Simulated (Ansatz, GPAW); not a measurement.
# Cutoff, mesh and smearing for a 8-layer slab of Ni(100), part 2 of 2

Wanted: a convergence study on the slab a 8-layer slab of Ni(100).

GPAW 26.7.0 and Ansatz 0.2.0; Ansatz plane waves; slab in vacuum with a dipole correction, relaxation (the session's first sound run).

So far, upper work function (eV): step 2 (relaxation) 4.90.

### 3. Plane waves, PBE

With the geometry fixed, the planar mean of the potential gives the vacuum level on each side.

This step: GPAW, PAW setups; slab in vacuum (GPAW 26.7.0).

Input file run.py:

```python
import json
import numpy as np
from ase import Atoms
from gpaw import GPAW, PW

slab = Atoms(
    ['Ni', 'Ni', 'Ni', 'Ni', 'Ni', 'Ni', 'Ni', 'Ni'],
    positions=[
        [1.24451, 1.24451, 9.00000],
        [0.00000, 0.00000, 10.76000],
        [1.24451, 1.24451, 12.52000],
        [0.00000, 0.00000, 14.28000],
        [1.24451, 1.24451, 16.04084],
        [-0.00000, 0.00000, 17.80083],
        [1.24451, 1.24451, 19.57604],
        [-0.00000, 0.00000, 21.27027]],
    cell=[[2.48902, 0.0, 0.0], [0.0, 2.48902, 0.0], [0.0, 0.0, 30.32]],
    pbc=[True, True, False],
    magmoms=[0.7, 0.7, 0.7, 0.7, 0.7, 0.7, 0.7, 0.7])

slab.calc = GPAW(mode=PW(400), xc='PBE', kpts={'size': (13, 13, 1), 'gamma': True},
                 occupations={'name': 'fermi-dirac', 'width': 0.1}, nbands='160%',
                 convergence={'density': 1e-05}, maxiter=200,
                 poissonsolver={'dipolelayer': 'xy'},
                 symmetry={'tolerance': 1e-3}, txt='slab.txt')
result = {}
energy = slab.get_potential_energy()
fermi = slab.calc.get_fermi_level()
v = slab.calc.get_electrostatic_potential().mean((0, 1)) - fermi
n = slab.calc.get_pseudo_density().mean((0, 1))
L = slab.cell[2, 2]
z = np.arange(len(v)) * L / len(v)
low, high = slab.positions[:, 2].min(), slab.positions[:, 2].max()
below, above = np.interp([low - 6.8, high + 6.8], z, v)
slopes = [np.interp(x, z, np.gradient(v, z)) for x in (low - 6.8, high + 6.8)]
eps = np.array([[slab.calc.get_eigenvalues(k, s) for k in range(len(slab.calc.get_ibz_k_points()))]
                for s in range(slab.calc.get_number_of_spins())]) - fermi
top, bottom = eps[eps < 0].max(), eps[eps > 0].min()
dipole = slab.get_dipole_moment()[2]
print(f'energy {energy:.4f} eV, Fermi level {fermi:.4f} eV, dipole {dipole:.5f} e A')
print(f'potential 6.8 A off the faces, from the Fermi level: lower {below:.4f} eV, upper {above:.4f} eV')
print(f'slope of the potential there: lower {slopes[0]:.5f}, upper {slopes[1]:.5f} eV/A')
print(f'nearest levels on the mesh: {top:.4f} and {bottom:.4f} eV')
print('magnetic moment', round(slab.get_magnetic_moment(), 3))
result.update(energy=energy, fermi=fermi, dipole=dipole, below=below, above=above, slopes=slopes, edges=[top, bottom],
              z=z.tolist(), v=v.tolist(), n=n.tolist(), positions=slab.positions.tolist(),
              forces=slab.get_forces(apply_constraint=False).tolist(), moments=slab.get_magnetic_moments().tolist())
json.dump(result, open('result.json', 'w'))
```

On the command line:

```console
$ OMP_NUM_THREADS=1 OPENBLAS_NUM_THREADS=1 python run.py
```

Log:

```text
energy -56.2307 eV, Fermi level 1.3701 eV, dipole 0.00018 e A
potential 6.8 A off the faces, from the Fermi level: lower 4.9466 eV, upper 4.9433 eV
slope of the potential there: lower 0.00002, upper 0.00001 eV/A
nearest levels on the mesh: -0.0170 and 0.0014 eV
magnetic moment 5.316
```

It took 69 min on 1 thread of Intel Xeon Platinum 8259CL at 2.50GHz (Skylake/Cascade Lake), shared host; peak memory 0.55 GiB.

Numbers from this step:

| Property | Result |
| --- | --- |
| dipole along the normal | 1.76e-4 e·Å |
| levels nearest the Fermi level on the mesh | -0.01695, 0.001415 eV from the Fermi level |
| upper work function | 4.943 eV |
| lower work function | 4.947 eV |
| site moments | 0.7764, 0.6935, 0.6826, 0.6659, 0.6653, 0.6796, 0.6934, 0.7710 μB |
| sum of the site moments | 5.628 μB |

The electrostatic potential energy of an electron (without an applied field's), less the Fermi level, planar mean oscillates, so the rows of the table below give means over windows of 1.73 Å about each position, cut where the curve ends. Its maxima inside the range that stand out by 2 % of the span (Å: eV): 9.9: -2.12, 11.6: -2.33, 13.4: -2.25, 15.2: -2.22, 16.9: -2.25, 18.7: -2.16, 20.5: -2.88. Its minima: 9.0: -15.7, 10.7: -15.8, 12.6: -15.8, 14.3: -15.9, 16.0: -15.9, 17.8: -15.8, 19.6: -16.0, 21.2: -15.7.

Electrostatic potential energy of an electron (without an applied field's), less the Fermi level, planar mean against z; means over each step:

| z (Å) | electrostatic potential energy of an electron (without an applied field's), less the Fermi level, planar mean (eV) |
| --- | --- |
| 0.86 | 4.95 |
| 2.59 | 4.95 |
| 4.32 | 4.95 |
| 6.05 | 4.90 |
| 7.78 | 1.33 |
| 9.51 | -8.37 |
| 11.24 | -8.55 |
| 12.97 | -8.55 |
| 14.70 | -8.56 |
| 16.43 | -8.57 |
| 18.16 | -8.51 |
| 19.89 | -8.90 |
| 21.62 | -7.04 |
| 23.35 | 4.54 |
| 25.08 | 4.94 |
| 26.81 | 4.94 |
| 28.54 | 4.94 |

The pseudo valence density, planar mean oscillates, so the rows of the table below give means over windows of 1.73 Å about each position, cut where the curve ends. Its maxima inside the range that stand out by 2 % of the span (Å: e/Å³): 9.1: 3.15, 10.8: 3.25, 12.6: 3.31, 14.3: 3.35, 16.0: 3.34, 17.8: 3.31, 19.5: 3.20, 21.2: 3.30. Its minima: 10.0: 0.382, 11.7: 0.375, 13.4: 0.371, 15.2: 0.369, 16.9: 0.371, 18.6: 0.369, 20.4: 0.418.

Table of pseudo valence density, planar mean by z; means over each step:

| z (Å) | pseudo valence density, planar mean (e/Å³) |
| --- | --- |
| 4.32 | 1.9e-5 |
| 6.05 | 0.00163 |
| 7.78 | 0.232 |
| 9.51 | 1.46 |
| 11.24 | 1.47 |
| 12.97 | 1.47 |
| 14.70 | 1.47 |
| 16.43 | 1.48 |
| 18.16 | 1.47 |
| 19.89 | 1.51 |
| 21.62 | 1.36 |
| 23.35 | 0.0151 |
| 25.08 | 1.8e-4 |

Force by atom:

| atom | x (eV/Å) | y (eV/Å) | z (eV/Å) | size |
| --- | --- | --- | --- | --- |
| Ni1 | 0.000 | 0.000 | 0.262 | 0.262 |
| Ni2 | 0.000 | 0.000 | -0.377 | 0.377 |
| Ni3 | 0.000 | 0.000 | 0.036 | 0.036 |
| Ni4 | 0.000 | 0.000 | 0.007 | 0.007 |
| Ni5 | 0.000 | 0.000 | 0.002 | 0.002 |
| Ni6 | 0.000 | 0.000 | 0.005 | 0.005 |
| Ni7 | 0.000 | 0.000 | -0.033 | 0.033 |
| Ni8 | 0.000 | 0.000 | 0.098 | 0.098 |

The potential is flat to 2.0e-5 eV/Å where it is read, so the vacuum is wide enough. The geometry is the other program's minimum; here the largest force on a free atom is 0.098 eV/Å.

### 4. Cutoff 200

The cutoff limits how sharply the smooth valence waves can vary, which tells mostly near the atoms.

Changes to run.py since step 3:

```diff
@@ -20,3 +20,3 @@
 
-slab.calc = GPAW(mode=PW(400), xc='PBE', kpts={'size': (13, 13, 1), 'gamma': True},
+slab.calc = GPAW(mode=PW(200), xc='PBE', kpts={'size': (13, 13, 1), 'gamma': True},
                  occupations={'name': 'fermi-dirac', 'width': 0.1}, nbands='160%',
```

Log:

```text
energy -49.4374 eV, Fermi level 1.3479 eV, dipole -0.00012 e A
potential 6.8 A off the faces, from the Fermi level: lower 4.9981 eV, upper 4.9920 eV
slope of the potential there: lower -0.00381, upper 0.00179 eV/A
nearest levels on the mesh: -0.0009 and 0.0002 eV
magnetic moment 5.285
```

The job ended after 37 min (1 thread; peak memory 0.29 GiB).

The run finished. A setting was moved off its sound value on purpose, so it serves as a test and not as the result.

The fault put into the input: a cutoff under that of the base run: the energy of the cell lies 6.8 eV from the base value (ecut = 200).

Side by side:

| quantity | this run | sound run | difference |
| --- | --- | --- | --- |
| upper work function (eV) | 4.9920 | 4.9433 | 0.0487 |
| lower work function (eV) | 4.9981 | 4.9466 | 0.0516 |
| sum of the site moments (μB) | 5.5764 | 5.6277 | -0.0513 |

The two runs differ clearly in the lower work function: 5.00 eV against 4.95 eV.

### 5. Cutoff 300

The cutoff limits how sharply the smooth valence waves can vary, which tells mostly near the atoms.

Changes to run.py since step 4:

```diff
@@ -20,3 +20,3 @@
 
-slab.calc = GPAW(mode=PW(200), xc='PBE', kpts={'size': (13, 13, 1), 'gamma': True},
+slab.calc = GPAW(mode=PW(300), xc='PBE', kpts={'size': (13, 13, 1), 'gamma': True},
                  occupations={'name': 'fermi-dirac', 'width': 0.1}, nbands='160%',
```

Log:

```text
energy -55.2356 eV, Fermi level 1.3797 eV, dipole 0.00020 e A
potential 6.8 A off the faces, from the Fermi level: lower 4.9593 eV, upper 4.9562 eV
slope of the potential there: lower -0.00012, upper 0.00015 eV/A
nearest levels on the mesh: -0.0170 and 0.0002 eV
magnetic moment 5.33
```

Wall time 38 min (1 thread); peak memory 0.4 GiB.

The run finished. A setting was moved off its sound value on purpose, so it serves as a test and not as the result.

The fault put into the input: a cutoff under that of the base run: the energy of the cell lies 1.00 eV from the base value (ecut = 300).

The two runs compared:

| quantity | this run | sound run | difference |
| --- | --- | --- | --- |
| upper work function (eV) | 4.9562 | 4.9433 | 0.0128 |
| lower work function (eV) | 4.9593 | 4.9466 | 0.0128 |
| sum of the site moments (μB) | 5.6360 | 5.6277 | 0.00826 |

### 6. Cutoff 700

The cutoff limits how sharply the smooth valence waves can vary, which tells mostly near the atoms.

Changes to run.py since step 5:

```diff
@@ -20,3 +20,3 @@
 
-slab.calc = GPAW(mode=PW(300), xc='PBE', kpts={'size': (13, 13, 1), 'gamma': True},
+slab.calc = GPAW(mode=PW(700), xc='PBE', kpts={'size': (13, 13, 1), 'gamma': True},
                  occupations={'name': 'fermi-dirac', 'width': 0.1}, nbands='160%',
```

Log:

```text

```

Wall time 2.2 h (1 thread); peak memory 1.1 GiB.

The run was cut off at its time limit.

### 7. K mesh 4×4

The mesh in the plane samples the bands: a metal's Fermi level needs it dense, and band edges must lie on it.

Changes to run.py since step 6:

```diff
@@ -20,3 +20,3 @@
 
-slab.calc = GPAW(mode=PW(700), xc='PBE', kpts={'size': (13, 13, 1), 'gamma': True},
+slab.calc = GPAW(mode=PW(400), xc='PBE', kpts={'size': (4, 4, 1), 'gamma': True},
                  occupations={'name': 'fermi-dirac', 'width': 0.1}, nbands='160%',
```

Log:

```text
energy -56.5033 eV, Fermi level 1.3941 eV, dipole 0.00041 e A
potential 6.8 A off the faces, from the Fermi level: lower 4.9316 eV, upper 4.9215 eV
slope of the potential there: lower 0.00002, upper 0.00002 eV/A
nearest levels on the mesh: -0.0004 and 0.0013 eV
magnetic moment 5.026
```

The job ended after 13 min (1 thread; peak memory 0.27 GiB).

The run finished with changed settings (kpts = [4, 4]); it serves as a test.

The two runs compared:

| quantity | this run | sound run | difference |
| --- | --- | --- | --- |
| upper work function (eV) | 4.9215 | 4.9433 | -0.0218 |
| lower work function (eV) | 4.9316 | 4.9466 | -0.0150 |
| sum of the site moments (μB) | 5.3379 | 5.6277 | -0.290 |

The two runs differ clearly in the sum of the site moments: 5.34 μB against 5.63 μB.

### 8. K mesh 8×8

The mesh in the plane samples the bands: a metal's Fermi level needs it dense, and band edges must lie on it.

Changes to run.py since step 7:

```diff
@@ -20,3 +20,3 @@
 
-slab.calc = GPAW(mode=PW(400), xc='PBE', kpts={'size': (4, 4, 1), 'gamma': True},
+slab.calc = GPAW(mode=PW(400), xc='PBE', kpts={'size': (8, 8, 1), 'gamma': True},
                  occupations={'name': 'fermi-dirac', 'width': 0.1}, nbands='160%',
```

Log:

```text
energy -56.2195 eV, Fermi level 1.3747 eV, dipole 0.00014 e A
potential 6.8 A off the faces, from the Fermi level: lower 4.9420 eV, upper 4.9399 eV
slope of the potential there: lower 0.00002, upper 0.00008 eV/A
nearest levels on the mesh: -0.0080 and 0.0028 eV
magnetic moment 5.441
```

Wall time 27 min (1 thread); peak memory 0.38 GiB.

The run finished with changed settings (kpts = [8, 8]); it serves as a test.

The two runs compared:

| quantity | this run | sound run | difference |
| --- | --- | --- | --- |
| upper work function (eV) | 4.9399 | 4.9433 | -0.00344 |
| lower work function (eV) | 4.9420 | 4.9466 | -0.00457 |
| sum of the site moments (μB) | 5.7473 | 5.6277 | 0.120 |

### 9. K mesh 20×20: kpts = [20, 20]

The mesh in the plane samples the bands: a metal's Fermi level needs it dense, and band edges must lie on it.

Changes to run.py since step 8:

```diff
@@ -20,3 +20,3 @@
 
-slab.calc = GPAW(mode=PW(400), xc='PBE', kpts={'size': (8, 8, 1), 'gamma': True},
+slab.calc = GPAW(mode=PW(400), xc='PBE', kpts={'size': (20, 20, 1), 'gamma': True},
                  occupations={'name': 'fermi-dirac', 'width': 0.1}, nbands='160%',
```

Log:

```text
energy -56.2230 eV, Fermi level 1.3707 eV, dipole 0.00016 e A
potential 6.8 A off the faces, from the Fermi level: lower 4.9439 eV, upper 4.9412 eV
slope of the potential there: lower 0.00001, upper 0.00003 eV/A
nearest levels on the mesh: -0.0002 and 0.0015 eV
magnetic moment 5.292
```

It took 2.2 h on 1 thread; peak memory 1 GiB.

This step gave:

- dipole along the normal: 1.58e-4 e·Å
- levels nearest the Fermi level on the mesh: -2.38e-4, 0.001516 eV from the Fermi level
- upper work function: 4.941 eV
- lower work function: 4.944 eV
- site moments: 0.7719, 0.6893, 0.6796, 0.6660, 0.6653, 0.6768, 0.6894, 0.7669 μB
- sum of the site moments: 5.605 μB

The electrostatic potential energy of an electron (without an applied field's), less the Fermi level, planar mean oscillates, so the rows of the table below give means over windows of 1.73 Å about each position, cut where the curve ends. Its maxima inside the range that stand out by 2 % of the span (Å: eV): 9.9: -2.12, 11.6: -2.33, 13.4: -2.25, 15.2: -2.22, 16.9: -2.25, 18.7: -2.16, 20.5: -2.88. Its minima: 9.0: -15.7, 10.7: -15.8, 12.6: -15.8, 14.3: -15.9, 16.0: -15.9, 17.8: -15.8, 19.6: -15.9, 21.2: -15.7.

Table of electrostatic potential energy of an electron (without an applied field's), less the Fermi level, planar mean by z; means over each step:

| z (Å) | electrostatic potential energy of an electron (without an applied field's), less the Fermi level, planar mean (eV) |
| --- | --- |
| 0.86 | 4.94 |
| 2.59 | 4.94 |
| 4.32 | 4.94 |
| 6.05 | 4.90 |
| 7.78 | 1.33 |
| 9.51 | -8.37 |
| 11.24 | -8.55 |
| 12.97 | -8.55 |
| 14.70 | -8.55 |
| 16.43 | -8.57 |
| 18.16 | -8.51 |
| 19.89 | -8.90 |
| 21.62 | -7.04 |
| 23.35 | 4.54 |
| 25.08 | 4.94 |
| 26.81 | 4.94 |
| 28.54 | 4.94 |

The pseudo valence density, planar mean oscillates, so the rows of the table below give means over windows of 1.73 Å about each position, cut where the curve ends. Its maxima inside the range that stand out by 2 % of the span (Å: e/Å³): 9.1: 3.15, 10.8: 3.25, 12.6: 3.31, 14.3: 3.35, 16.0: 3.34, 17.8: 3.31, 19.5: 3.20, 21.2: 3.30. Its minima: 10.0: 0.382, 11.7: 0.375, 13.4: 0.371, 15.2: 0.369, 16.9: 0.371, 18.6: 0.369, 20.4: 0.418.

Pseudo valence density, planar mean against z; means over each step:

z (Å), pseudo valence density, planar mean (e/Å³) and a bar:
```
     4.32       0.00 
     6.05       0.00 
     7.78       0.23 #####
     9.51       1.46 #############################
    11.24       1.47 #############################
    12.97       1.47 #############################
    14.70       1.47 #############################
    16.43       1.48 #############################
    18.16       1.47 #############################
    19.89       1.51 ##############################
    21.62       1.36 ###########################
    23.35       0.02 
    25.08       0.00
```

Force by atom:

| atom | x (eV/Å) | y (eV/Å) | z (eV/Å) | size |
| --- | --- | --- | --- | --- |
| Ni1 | 0.000 | 0.000 | 0.266 | 0.266 |
| Ni2 | 0.000 | 0.000 | -0.378 | 0.378 |
| Ni3 | 0.000 | 0.000 | 0.036 | 0.036 |
| Ni4 | 0.000 | 0.000 | 0.007 | 0.007 |
| Ni5 | 0.000 | 0.000 | 0.003 | 0.003 |
| Ni6 | 0.000 | 0.000 | 0.003 | 0.003 |
| Ni7 | 0.000 | 0.000 | -0.032 | 0.032 |
| Ni8 | 0.000 | 0.000 | 0.094 | 0.094 |

The upper face's work function is 4.941 eV, against 4.943 eV in the first plane-wave PBE run at this geometry.

### 10. Scheme Fermi-Dirac, smearing 0.01

Smearing changes the occupations near the Fermi level, and with them the level itself. Smearing helps the SCF of a metal converge, but it blurs occupations at band edges near the Fermi level.

Changes to run.py since step 9:

```diff
@@ -20,4 +20,4 @@
 
-slab.calc = GPAW(mode=PW(400), xc='PBE', kpts={'size': (20, 20, 1), 'gamma': True},
-                 occupations={'name': 'fermi-dirac', 'width': 0.1}, nbands='160%',
+slab.calc = GPAW(mode=PW(400), xc='PBE', kpts={'size': (13, 13, 1), 'gamma': True},
+                 occupations={'name': 'fermi-dirac', 'width': 0.01}, nbands='160%',
                  convergence={'density': 1e-05}, maxiter=200,
```

Log:

```text
energy -56.2295 eV, Fermi level 1.3544 eV, dipole 0.00020 e A
potential 6.8 A off the faces, from the Fermi level: lower 4.9806 eV, upper 4.9768 eV
slope of the potential there: lower 0.00002, upper 0.00005 eV/A
nearest levels on the mesh: -0.0072 and 0.0004 eV
magnetic moment 5.478
```

The job ended after 40 min (1 thread; peak memory 0.55 GiB).

This step gave:

| Quantity | Value |
| --- | --- |
| dipole along the normal | 1.97e-4 e·Å |
| levels nearest the Fermi level on the mesh | -0.007207, 4.15e-4 eV from the Fermi level |
| upper work function | 4.977 eV |
| lower work function | 4.981 eV |
| site moments | 0.7942, 0.7207, 0.7099, 0.6820, 0.6825, 0.7067, 0.7219, 0.7876 μB |
| sum of the site moments | 5.805 μB |

The upper face's work function is 4.977 eV, against 4.943 eV in the first plane-wave PBE run at this geometry.

### 11. All levels side by side

Times are for 1 thread of Intel Xeon Platinum 8259CL at 2.50GHz (Skylake/Cascade Lake), shared host. The series side by side:

| no. | run | upper work function (eV) | lower work function (eV) | time | memory (GiB) |
| --- | --- | --- | --- | --- | --- |
| 1 | pw | 4.943 | 4.947 | 69 min | 0.55 |
| 2 | k mesh 20×20 | 4.941 | 4.944 | 2.2 h | 1.0 |
| 3 | scheme Fermi-Dirac, smearing 0.01 | 4.977 | 4.981 | 40 min | 0.55 |

### 12. Without the dipole layer

The dipole layer is taken out and the cell repeats along the normal.

Changes to run.py since step 10:

```diff
@@ -17,3 +17,3 @@
     cell=[[2.48902, 0.0, 0.0], [0.0, 2.48902, 0.0], [0.0, 0.0, 30.32]],
-    pbc=[True, True, False],
+    pbc=[True, True, True],
     magmoms=[0.7, 0.7, 0.7, 0.7, 0.7, 0.7, 0.7, 0.7])
@@ -21,5 +21,4 @@
 slab.calc = GPAW(mode=PW(400), xc='PBE', kpts={'size': (13, 13, 1), 'gamma': True},
-                 occupations={'name': 'fermi-dirac', 'width': 0.01}, nbands='160%',
+                 occupations={'name': 'fermi-dirac', 'width': 0.1}, nbands='160%',
                  convergence={'density': 1e-05}, maxiter=200,
-                 poissonsolver={'dipolelayer': 'xy'},
                  symmetry={'tolerance': 1e-3}, txt='slab.txt')
```

Log:

```text
energy -56.2307 eV, Fermi level 1.3702 eV, dipole 0.00030 e A
potential 6.8 A off the faces, from the Fermi level: lower 4.9454 eV, upper 4.9444 eV
slope of the potential there: lower 0.00024, upper 0.00025 eV/A
nearest levels on the mesh: -0.0170 and 0.0014 eV
magnetic moment 5.316
```

Wall time 40 min (1 thread); peak memory 0.54 GiB.

The run finished with changed settings (dipole = false and pbc_z = true); it serves as a test.

Side by side:

| quantity | this run | sound run | difference |
| --- | --- | --- | --- |
| upper work function (eV) | 4.9444 | 4.9433 | 0.00106 |
| lower work function (eV) | 4.9454 | 4.9466 | -0.00116 |
| sum of the site moments (μB) | 5.6278 | 5.6277 | 9.5e-5 |

### 13. Side by side

Results and costs are gathered.

This step: comparison of work functions, dipole and cost (GPAW 26.7.0).

Ladder, by row:

| step | code | work function, upper (eV) | work function, lower (eV) | dipole (e Å) | wall time (s) | peak memory (GiB) | threads |
| --- | --- | --- | --- | --- | --- | --- | --- |
| pw | GPAW | 4.943 | 4.947 | 1.76e-4 | 4113 | 0.55 | 1 |
| ecut200 | GPAW | 4.992 | 4.998 | -1.15e-4 | 2230 | 0.29 | 1 |
| ecut300 | GPAW | 4.956 | 4.959 | 1.98e-4 | 2307 | 0.4 | 1 |
| k4 | GPAW | 4.921 | 4.932 | 4.11e-4 | 761.5 | 0.27 | 1 |
| k8 | GPAW | 4.94 | 4.942 | 1.36e-4 | 1632 | 0.38 | 1 |
| k20 | GPAW | 4.941 | 4.944 | 1.58e-4 | 8000 | 1.02 | 1 |
| smear | GPAW | 4.977 | 4.981 | 1.97e-4 | 2419 | 0.55 | 1 |
| nodip | GPAW | 4.944 | 4.945 | 2.98e-4 | 2410 | 0.54 | 1 |

### 14. What came out

```yaml
work_function_both_faces: 4.94 eV
dipole_along_the_normal: 1.8e-4 e Å, near the numerical noise
```

With plane waves and PBE the work function is 4.94 eV on the upper face and 4.95 eV on the lower. The measured value for this face is 5.17 eV (as compiled in "Anisotropic work function of elemental crystals", 2019, arxiv:1902.07811); the relaxed upper face lies 0.23 eV under it with PBE. Measured work functions scatter by a tenth of an eV or more between methods. The other smearing (Fermi-Dirac of 0.01 eV in place of Fermi-Dirac of 0.1) moves the two faces by 0.033 and 0.034 eV on the same mesh; a mesh is converged only for its smearing. Over the sound runs of the table the upper face's work function spans 4.941 (k20) to 4.977 eV (smear). One magnetic start was tried; another order may lie lower. The in-plane lattice was kept as typed, which isn't the functional's own and leaves some strain; spin-orbit coupling and temperature are left out.

[Logs are printed without paths, hosts, clocks, repeated set-up lines and the standing remarks that a program may print on its own settings, such as how far it seeks lower states.]

[Hosts, paths, dates, database ids (printed as entryN), source tags and the programs' standing remarks are cut or masked in the printed files.]
